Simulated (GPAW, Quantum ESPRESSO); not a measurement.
# Cu K-edge XANES of YCu (Pm-3m), part 4 of 4

Aim: the Cu K edge of YCu (Pm-3m) by two routes, a Lanczos recursion (XSpectra) and a sum over empty bands (GPAW), to see which features are robust.

Quantum ESPRESSO 7.5 and GPAW 26.7.0; core-hole supercells, plane-wave PAW LDA.

So far. Step 9 (Ground state of the crystal (GPAW)): The mesh shows no gap, so the system is treated as a metal and the core electron is put at the Fermi level (neutral cell). Step 10 (Spectrum without a core hole, Cu atom 2 (GPAW)): Main maxima below 30 eV (height): 2.2 eV (0.79), 10.2 eV (1.84) and 26.4 eV (1.34). 

### Step 12. Spectrum with XCH, Cu atom 2 (GPAW)

Level of this step: X-ray absorption from dipole matrix elements to empty bands, plane-wave PAW LDA (GPAW).

The holes are 6.0 Å apart. The excited electron is kept in the cell, where it fills the lowest empty states and screens the hole. After the field has converged, empty bands are computed with the density fixed and the dipole matrix elements are summed.

xas.py

```python
import numpy as np
from ase import Atoms
from ase.parallel import parprint, paropen
from gpaw import GPAW, PW, FermiDirac, Mixer, MixerDif, setup_paths
from gpaw.test import gen
setup_paths.insert(0, '.')
gen('Cu', name='fch1s', xcname='LDA', corehole=(1, 0, 1), write_xml=True)
from gpaw.mpi import world
world.barrier()

atoms = Atoms('Y4Cu4',
    cell=[[3.45811539, 3.45811539, 3.45811539],
     [-3.45811539, 3.45811539, -3.45811539],
     [-3.45811539, -3.45811539, 3.45811539]],
    scaled_positions=[[0, 0, 0],
     [0, 0.5, 0.5],
     [0.5, 0, 0.5],
     [0.5, 0.5, 0],
     [0.5, 0, 0],
     [0.5, 0.5, 0.5],
     [0, 0, 0.5],
     [0, 0.5, 0]],
    pbc=True)
atoms.calc = calc = GPAW(legacy_gpaw=True, mode=PW(500, force_complex_dtype=True), xc='LDA', setups={4: 'fch1s'},
    kpts={'size': (5, 5, 5), 'gamma': True}, occupations=FermiDirac(0.1),
    charge=-1, mixer=Mixer(0.1, 5, 50), maxiter=150,
    convergence={'density': 0.0001, 'eigenstates': 1e-6}, txt='scf.txt')
energy = atoms.get_potential_energy() + calc.get_reference_energy()
ef = calc.get_fermi_level()
out = dict(energy=energy, fermi=ef, forces=atoms.get_forces().tolist())
parprint(f'all-electron energy {energy:.4f} eV, Fermi level {ef:.4f} eV')
ev = np.array([[calc.get_eigenvalues(k, s) for k in range(len(calc.get_ibz_k_points()))] for s in range(calc.get_number_of_spins())])
out['homo'], out['lumo'], out['counts'] = ev[ev < ef].max(), ev[ev > ef].min(), sorted(set((ev < ef).sum((0, 2)).tolist()))
out['filled'] = (ev[:, 0] < ef).sum(1).tolist()

from ase.units import Ha
from gpaw.xas import dipole_matrix_elements
nb = int(calc.get_number_of_electrons() / 2) + 121
top, nb = nb, nb + 8 + nb // 12
nscf = calc.fixed_density(kpts={'size': (6, 6, 6), 'gamma': True}, nbands=nb,
    convergence={'bands': top, 'eigenstates': 5e-3}, maxiter=60, txt='nscf.txt')
cell = atoms.cell.array
ops = [cell.T @ U.T @ np.linalg.inv(cell.T) for U in nscf.wfs.kd.symmetry.op_scc]
E = np.arange(-6, 34, 0.1)
fwhm = np.interp(E, [4, 25], [1.55, 3.5])
Y, X, zero, highest = 0, 0, 1e9, 1e9
for spin in range(nscf.get_number_of_spins()):
    wfs = nscf.wfs
    mine = wfs.bd.get_slice()  # this rank's bands
    A = dipole_matrix_elements(wfs.setups[4])
    eps = np.zeros((wfs.kd.nibzkpts, nb))
    d = np.zeros((3, A.shape[1], wfs.kd.nibzkpts, nb), complex)
    for kpt in wfs.kpt_u:
        if kpt.s == spin and 4 in kpt.P_ani:
            eps[kpt.k, mine] = kpt.eps_n * Ha
            d[:, :, kpt.k, mine] = (kpt.weight * wfs.nspins / 2) ** 0.5 * np.inner(A, kpt.P_ani[4])
    world.sum(eps)
    world.sum(d)
    T = np.einsum('amkn,bmkn->abkn', d, d.conj()).real
    T = sum(np.einsum('ai,ijkn,bj->abkn', R, T, R) for R in ops) / len(ops)
    empty = eps > ef
    zero, highest = min(zero, eps[empty].min()), min(highest, eps[:, top - 1].min())
    lines = [(eps, T, empty)] if spin == 0 else lines + [(eps, T, empty)]
for eps, T, empty in lines:
    f = np.einsum('aakn->akn', T).reshape(3, -1)
    x = eps.ravel() - zero
    w = np.interp(x, E, fwhm) / 2.35482
    g = np.exp(-0.5 * ((E[:, None] - x) / w) ** 2) / (w * (2 * np.pi) ** 0.5)
    Y = Y + (f * empty.ravel()) @ g.T
    X = X + (f * ~empty.ravel()) @ g.T
out.update(E=E.round(2).tolist(), xas=Y.tolist(), xes=X.tolist(), zero=zero, valid=highest - zero, nk=len(eps), nb=nb)
for i in range(0, len(E), 10):
    parprint(f'{E[i]:7.2f}', *(f'{v:10.3e}' for v in Y[:, i]))
import json
with paropen('out.json', 'w') as f:
    json.dump(out, f)
```

Launch:

```bash
OMP_NUM_THREADS=1 mpirun -n 4 gpaw python xas.py
```

Numbers of over 12 decimals in the logs are rounded to 6 here.

Log:

```text
Input parameters:
  charge: -1
  convergence: {density: 0.0001,
                eigenstates: 1e-06}
  kpts: {gamma: True,
         size: (5, 5, 5)}
  maxiter: 150
  mixer: {backend: pulay,
          beta: 0.1,
          method: separate,
          nmaxold: 5,
          weight: 50}
  mode: {ecut: 500.0,
         force_complex_dtype: True,
         name: pw}
  occupations: {fixmagmom: False,
                name: fermi-dirac,
                width: 0.1}
  setups: {4: fch1s}

Initialize ...

[... PAW data sets ...]

Reference energy: -538757.037137  # eV

Spin-paired calculation

[... convergence settings ...]
Symmetries present (total): 12
  [... symmetry matrices ...]

125 k-points: 5 x 5 x 5 Monkhorst-Pack grid
19 k-points in the irreducible part of the Brillouin zone
       k-points in crystal coordinates                weights
   0:     0.00000000    0.00000000    0.00000000          1/125
   1:     0.00000000    0.20000000    0.00000000          6/125
   2:     0.00000000    0.40000000   -0.20000000          6/125
   3:     0.00000000    0.40000000    0.00000000          6/125
   4:     0.00000000    0.40000000    0.40000000          6/125
   5:     0.20000000   -0.40000000   -0.40000000          2/125
   6:     0.20000000    0.00000000    0.00000000          6/125
   7:     0.20000000    0.20000000   -0.20000000          6/125
   8:     0.20000000    0.20000000    0.00000000         12/125
   9:     0.20000000    0.40000000   -0.20000000         12/125
          ...
  18:     0.40000000    0.40000000    0.40000000          6/125

Wave functions: Plane wave expansion
  Cutoff energy: 500.000 eV
  Number of coefficients (min, max): 4186, 4228
  Pulay-stress correction: 0.000000 eV/Ang^3 (de/decut=0.000000)
  Using FFTW library
  Wavefunction extrapolation:
    Improved wavefunction reuse through dual PAW basis

Occupation numbers: Fermi-Dirac:
  width: 0.1000  # eV

Eigensolver
   Davidson(niter=2)

Densities:
  Coarse grid: 32*32*32 grid
  Fine grid: 64*64*64 grid
  Total Charge: 0.000000

Density mixing:
  Method: separate
  Backend: pulay
  Linear mixing parameter: 0.1
  old densities: 5
  Width of damping distribution: 1.1
  Damping of long wavelength oscillations: 50

[... Hamiltonian set-up ...]
Number of atoms: 8
Number of atomic orbitals: 88
Number of bands in calculation: 58
Number of valence electrons: 89
Bands to converge: occupied

... initialized

Initializing position-dependent things.

Density initialized from atomic densities
Creating initial wave functions:
  58 bands from LCAO basis set

                 Y
              Cu       Cu
                   Y
            Cu
        Y        Y
              Cu

Atomic positions and initial magnetic moments

Positions:
   0 Y      0.000000    0.000000    0.000000    ( 0.0000,  0.0000,  0.0000)
   1 Y     -3.458115    0.000000    0.000000    ( 0.0000,  0.0000,  0.0000)
   2 Y      0.000000    0.000000    3.458115    ( 0.0000,  0.0000,  0.0000)
   3 Y      0.000000    3.458115    0.000000    ( 0.0000,  0.0000,  0.0000)
   4 Cu     1.729058    1.729058    1.729058    ( 0.0000,  0.0000,  0.0000)
   5 Cu    -1.729058    1.729058    1.729058    ( 0.0000,  0.0000,  0.0000)
   6 Cu    -1.729058   -1.729058    1.729058    ( 0.0000,  0.0000,  0.0000)
   7 Cu    -1.729058    1.729058   -1.729058    ( 0.0000,  0.0000,  0.0000)

Unit cell:
           periodic     x           y           z      points  spacing
  1. axis:    yes    3.458115    3.458115    3.458115    32     0.1528
  2. axis:    yes   -3.458115    3.458115   -3.458115    32     0.1528
  3. axis:    yes   -3.458115   -3.458115    3.458115    32     0.1528

  Lengths:   5.989632   5.989632   5.989632
  Angles:  109.471221 109.471221 109.471221

Effective grid spacing dv^(1/3) = 0.1715

iter:   1   -63.569620
iter:   2   -51.385384   +0.12  -1.00
iter:   3   -50.403866   -0.99  -1.35
iter:   4   -50.014827   -0.52  -1.42
iter:   5   -49.335650   -1.98  -1.66
iter:   6   -49.449483   -0.73  -1.77
iter:   7   -49.996675   -1.38  -1.89
iter:   8   -48.918169   -1.35  -1.89
iter:   9   -48.905591   -1.71  -2.26
iter:  10   -48.908998c  -2.07  -2.34
iter:  11   -48.873803c  -2.09  -2.43
iter:  12   -48.853937   -2.95  -2.83
iter:  13   -48.852903c  -4.40  -2.90
iter:  14   -48.852788c  -4.61  -3.10
iter:  15   -48.853009c  -4.19  -3.36
iter:  16   -48.852813c  -5.50  -3.52
iter:  17   -48.852680c  -5.08  -3.70
iter:  18   -48.852686c  -5.46  -3.93
iter:  19   -48.852655c  -6.28c -4.11c

Converged after 19 iterations.

Dipole moment: (0.000000, 0.000000, 0.000000) |e|*Ang

Energy contributions relative to reference atoms: (reference = -538757.037137)

Kinetic:        -41.907929
Potential:      +32.100915
External:        +0.000000
XC:             -38.348940
Entropy (-ST):   -0.167635
Local:           -0.612883
SIC:             +0.000000
--------------------------
Free energy:    -48.936472
Extrapolated:   -48.852655

Showing only first 2 kpts
 Kpt  Band  Eigenvalues  Occupancy
  0    42      7.64927    0.22017
  0    43      7.74132    0.09392
  0    44      7.74132    0.09392
  0    45      8.10013    0.00272

  1    42      7.17372    1.86994
  1    43      7.55702    0.47466
  1    44      7.65817    0.20333
[...]
Fermi level: 7.44028

No gap
No difference between direct/indirect transitions

Forces in eV/Ang:
  0 Y     0.00000    0.00000    0.00000
  1 Y     0.00000    0.00000   -0.00000
  2 Y     0.00000   -0.00000    0.00000
  3 Y     0.00000   -0.00000    0.00000
  4 Cu    0.00000    0.00000    0.00000
  5 Cu    0.00000   -0.00000   -0.00000
  6 Cu   -0.00000   -0.00000    0.00000
  7 Cu   -0.00000    0.00000   -0.00000
Scalar-relativistic atomic LDA calculation for Cu (Copper, Z=29)
Core hole in 1s state (1s occupation: 1.0)
600 radial gridpoints.
|------------------------------------------------|
|------------------------------------------------|
[... the atom generator's iteration count ...]

Energy contributions:
-------------------------
Kinetic:    +1336.692400
XC:           -57.131451
Potential:  -2600.779951
-------------------------
Total:      -1321.219003

state      eigenvalue         ekin         rmax
-----------------------------------------------
1s^1.0 :  -337.058981   426.036309        0.034
2s^2.0 :   -41.859242    83.018235        0.193
2p^6.0 :   -37.118937    82.366106        0.153
3s^2.0 :    -4.941495    18.413630        0.596
3p^6.0 :    -3.402187    16.582998        0.594
3d^10.0:    -0.747943    11.230631        0.562
4s^1.0 :    -0.517664     1.791433        2.006
4p^0.0 :    -0.294182     1.077284        2.520
-----------------------------------------------
(units: Bohr and Hartree)

Generating PAW setup
Kinetic energy of the core from tauc = 1233.538363
Cutoffs:
rc(s)=2.200
rc(p)=2.200
rc(d)=2.000
rc(vbar)=1.800
rc(comp)=2.000
rc(nct)=2.200

Kinetic energy of the core states: 1222.594660
Charge: 1.0
Core electrons: 17.0
Valence electrons: 11.0
Pseudo-core charge: 0.267927
Shape function alpha=2.500
Pseudo-electron charge 3.306954
state    eigenvalue         norm
--------------------------------
4s(1) :    -0.517664     1.110086
*s    :     0.482336
4p(0) :    -0.294182     1.012069
*p    :     0.705818
3d(10):    -0.747943     0.192894
*d    :     0.252057
--------------------------------

Diagonalizing with gridspacing h=0.050

state   all-electron     PAW
-------------------------------
4s:      -0.517664    -0.517809
4p:      -0.294182    -0.294289
3d:      -0.747943    -0.748405
*f:                   -0.018700
-------------------------------
all-electron energy -538805.8898 eV, Fermi level 7.4403 eV
[...]
31.00  1.658e-07  1.658e-07  1.658e-07
  32.00  1.812e-07  1.812e-07  1.812e-07
  33.00  1.976e-07  1.976e-07  1.976e-07
```

The job ended after 1.7 min (4 MPI ranks of Arm Neoverse V2, shared host; peak memory 0.47 GiB).

The Cu K spectrum, Cu atom 2, excited-electron core hole (neutral cell) (energy from the lowest empty level; intensity scaled to a mean of 1 over the first 20 eV):

```
E (eV)  intensity
  -2.0       0.00
  -1.5       0.02
  -1.0       0.10
  -0.5       0.31
   0.0       0.59
   0.5       0.75
   1.0       0.74
   1.5       0.74
   2.0       0.78
   2.5       0.75
   3.0       0.64
   3.5       0.51
   4.0       0.41
   4.5       0.41
   5.0       0.53
   5.5       0.72
   6.0       0.86
   6.5       0.92
   7.0       0.97
   7.5       1.03
   8.0       1.17
   8.5       1.40
   9.0       1.66
   9.5       1.83
  10.0       1.85
  10.5       1.70
  11.0       1.50
  11.5       1.34
  12.0       1.23
  12.5       1.16
  13.0       1.10
  13.5       1.05
  14.0       1.02
  14.5       1.03
  15.0       1.04
  15.5       1.04
  16.0       1.02
  16.5       0.98
  17.0       0.93
  17.5       0.89
  18.0       0.86
  18.5       0.85
  19.0       0.85
  19.5       0.88
  20.0       0.93
  20.5       1.00
  21.0       1.08
  21.5       1.16
  22.0       1.23
  22.5       1.28
  23.0       1.31
  23.5       1.31
  24.0       1.30
  24.5       1.30
  25.0       1.29
  25.5       1.29
  26.0       1.28
  26.5       1.27
  27.0       1.24
  27.5       1.20
  28.0       1.16
  28.5       1.11
  29.0       1.07
  29.5       1.05
  30.0       1.04
  30.5       1.05
  31.0       1.08
  31.5       1.12
  32.0       1.18
```

Main maxima below 30 eV (height): 2.2 eV (0.78), 9.8 eV (1.86) and 23.4 eV (1.31). 

The total-energy difference is 8991.36 eV. With the free-atom term of -29.79 eV for this edge, the photon energy is 8961.57 eV.

### Step 13. The two programs side by side

The line shapes differ (Lorentzian half width 0.78 eV up to 4 eV, rising linearly to 1.75 eV at 25 eV (not a setting of the program: the run's 0.4 eV curve was folded afterwards with a further Lorentzian), against Gaussian full width 1.55 eV up to 4 eV, rising linearly to 3.5 eV at 25 eV), so both get a further Gaussian of 1.5 eV full width before they are compared; the Lorentzian tails remain.

```
E (eV)  XSpectra  GPAW
 -2.00      0.14  0.02
 -1.25      0.22  0.11
 -0.50      0.36  0.34
  0.25      0.53  0.60
  1.00      0.62  0.72
  1.75      0.65  0.75
  2.50      0.66  0.70
  3.25      0.62  0.58
  4.00      0.59  0.48
  4.75      0.64  0.52
  5.50      0.76  0.70
  6.25      0.88  0.86
  7.00      0.99  0.98
  7.75      1.12  1.15
  8.50      1.28  1.41
  9.25      1.44  1.67
 10.00      1.49  1.74
 10.75      1.42  1.59
 11.50      1.31  1.37
 12.25      1.22  1.21
 13.00      1.15  1.11
 13.75      1.11  1.05
 14.50      1.10  1.03
 15.25      1.09  1.03
 16.00      1.07  1.01
 16.75      1.04  0.95
 17.50      1.02  0.90
 18.25      1.02  0.86
 19.00      1.03  0.87
 19.75      1.06  0.92
 20.50      1.12  1.01
 21.25      1.21  1.12
 22.00      1.27  1.22
 22.75      1.31  1.28
 23.50      1.33  1.30
 24.25      1.34  1.30
 25.00      1.35  1.29
 25.75      1.34  1.28
 26.50      1.32  1.26
 27.25      1.30  1.21
 28.00      1.28  1.16
 28.75      1.26  1.10
 29.50      1.24  1.06
 30.25      1.23  1.06
 31.00      1.25  1.09
 31.75      1.27  1.15
```

```
                                                                          XSpectra        GPAW
                                                k mesh of the spectrum       5×5×5       6×6×6
                                                           cutoff (eV)         830         500
highest intensity below 24 eV after the common broadening, eV (height)  9.9 (1.49)  9.8 (1.75)
                                    zero, corrected photon energy (eV)      8965.8      8961.6
                                    core time, hole field and spectrum      13 min     6.8 min
```

### Step 14. What the core hole does

XSpectra's curves. Both curves are counted from their own zero, so only the shift of weight within the empty states shows.

```
E (eV)  no hole   XCH
  -2.0     0.11  0.13
  -1.0     0.18  0.22
   0.0     0.40  0.52
   1.0     0.57  0.61
   2.0     0.66  0.68
   3.0     0.62  0.63
   4.0     0.53  0.56
   5.0     0.58  0.66
   6.0     0.79  0.86
   7.0     0.87  0.99
   8.0     0.97  1.14
   9.0     1.28  1.44
  10.0     1.54  1.54
  11.0     1.47  1.38
  12.0     1.32  1.24
  13.0     1.23  1.14
  14.0     1.20  1.09
  15.0     1.18  1.10
  16.0     1.18  1.08
  17.0     1.14  1.02
  18.0     1.07  1.02
  19.0     1.06  1.03
  20.0     1.09  1.06
  21.0     1.18  1.18
  22.0     1.30  1.29
  23.0     1.35  1.32
  24.0     1.38  1.34
  25.0     1.44  1.35
  26.0     1.45  1.34
  27.0     1.44  1.30
  28.0     1.41  1.28
  29.0     1.38  1.25
  30.0     1.37  1.23
  31.0     1.38  1.24
  32.0     1.41  1.29
```

With each curve scaled to its own mean, the area from −2 to 6 eV with the hole is 4.4 against 4.0, and the centre of weight from −1 to 20 eV moves by -0.4 eV (first and strongest maxima below 20 eV: 2.3 eV (0.67) and 10.3 eV (1.56) without the hole, 2.3 eV (0.69) and 9.8 eV (1.55) with it), a small effect on these measures.

### Step 15. Runs not followed above

These runs aren't followed: redraws of a spectrum that repeat one shown, runs with a planted fault or a state judged unsound, or a program's part that gave no sound spectrum.

| program | step | status | elapsed |
| --- | --- | --- | --- |
| Quantum ESPRESSO | no core hole, redrawn | converged | 3.2 s |
| Quantum ESPRESSO | spectrum with XCH, redrawn | converged | 2 s |

### Step 16. What came out

| Quantity | Value |
| --- | --- |
| absorber and edge | Cu K, atom 2 of the ground-state input (counted from 1) |
| surroundings | 8 Y at 2.99 Å and 6 Cu at 3.46 Å (cube and octahedron, as in bcc, site symmetry m-3m) |
| highest intensity below 24 eV (XSpectra, narrow line) | 9.8 eV above the zero, height 1.55 |
| photon energy of the zero, with the added terms | 8965.8 eV (raw 8995.6 eV; LDA puts this hole about 18 eV below PBE, itself good to a few eV) |

In words: The two programs agree closely: 11 % r.m.s. remains over the first 14 eV after a relative shift of 0.0 eV, and their photon-energy zeros differ by 4.2 eV. What differs may come from the PAW partial waves, meshes, cutoffs and line shapes. An offset of the zeros of this size is more than meshes or line shapes can give; the atomic core treatment of the two data sets is the likely place. In XSpectra the Cu K edge of atom 2, with 8 Y at 2.99 Å and 6 Cu at 3.46 Å (cube and octahedron, as in bcc, site symmetry m-3m), has its highest intensity of the first 24 eV at 9.8 eV above the zero, near 8976 eV in photon energy (LDA puts this hole about 18 eV below PBE, itself good to a few eV), 1.5 times the mean level of the first 20 eV (Lorentzian half width 0.78 eV up to 4 eV, rising linearly to 1.75 eV at 25 eV (not a setting of the program: the run's 0.4 eV curve was folded afterwards with a further Lorentzian)). In XSpectra: With each curve scaled to its own mean, the area from −2 to 6 eV with the hole is 4.4 against 4.0, and the centre of weight from −1 to 20 eV moves by -0.4 eV (first and strongest maxima below 20 eV: 2.3 eV (0.67) and 10.3 eV (1.56) without the hole, 2.3 eV (0.69) and 9.8 eV (1.55) with it), a small effect on these measures. In GPAW: With each curve scaled to its own mean, the area from −2 to 6 eV with the hole is 4.2 against 4.0, and the centre of weight from −1 to 20 eV moves by -0.3 eV (first and strongest maxima below 20 eV: 2.2 eV (0.79) and 10.2 eV (1.84) without the hole, 2.2 eV (0.78) and 9.8 eV (1.86) with it), a small effect on these measures. The quadrupole part peaks at 19.2 eV with 0.3 % of the dipole spectrum's mean level. 3 further runs of this session are left out of this account as redundant. The holes are only 6.0 Å apart, so the shape is probably not converged with cell size; no larger cell was run here. Lifetime broadening is put in by hand, and intensities beyond about 20 eV depend on it and on the partial waves. The structure is a computed Materials Project entry and may be a hypothetical form.

[Banner, clock and machine lines of the logs are left out without a mark of their own.]

[Logs are printed without paths, hosts, clocks, repeated set-up lines and the standing remarks that a program may print on its own settings, such as how far it seeks lower states.]

[Hosts, paths, dates, database ids (printed as entryN), source tags and the programs' standing remarks are cut or masked in the printed files.]

[Lists of maxima count a maximum above −3 eV only where it reaches 4 % of the highest in the window and stands out from its surroundings by 2 % of it (1.5 % where it reaches 55 %); shoulders and weaker maxima are passed over, and of the rest the first, up to two pre-edge ones and the few strongest are named.]
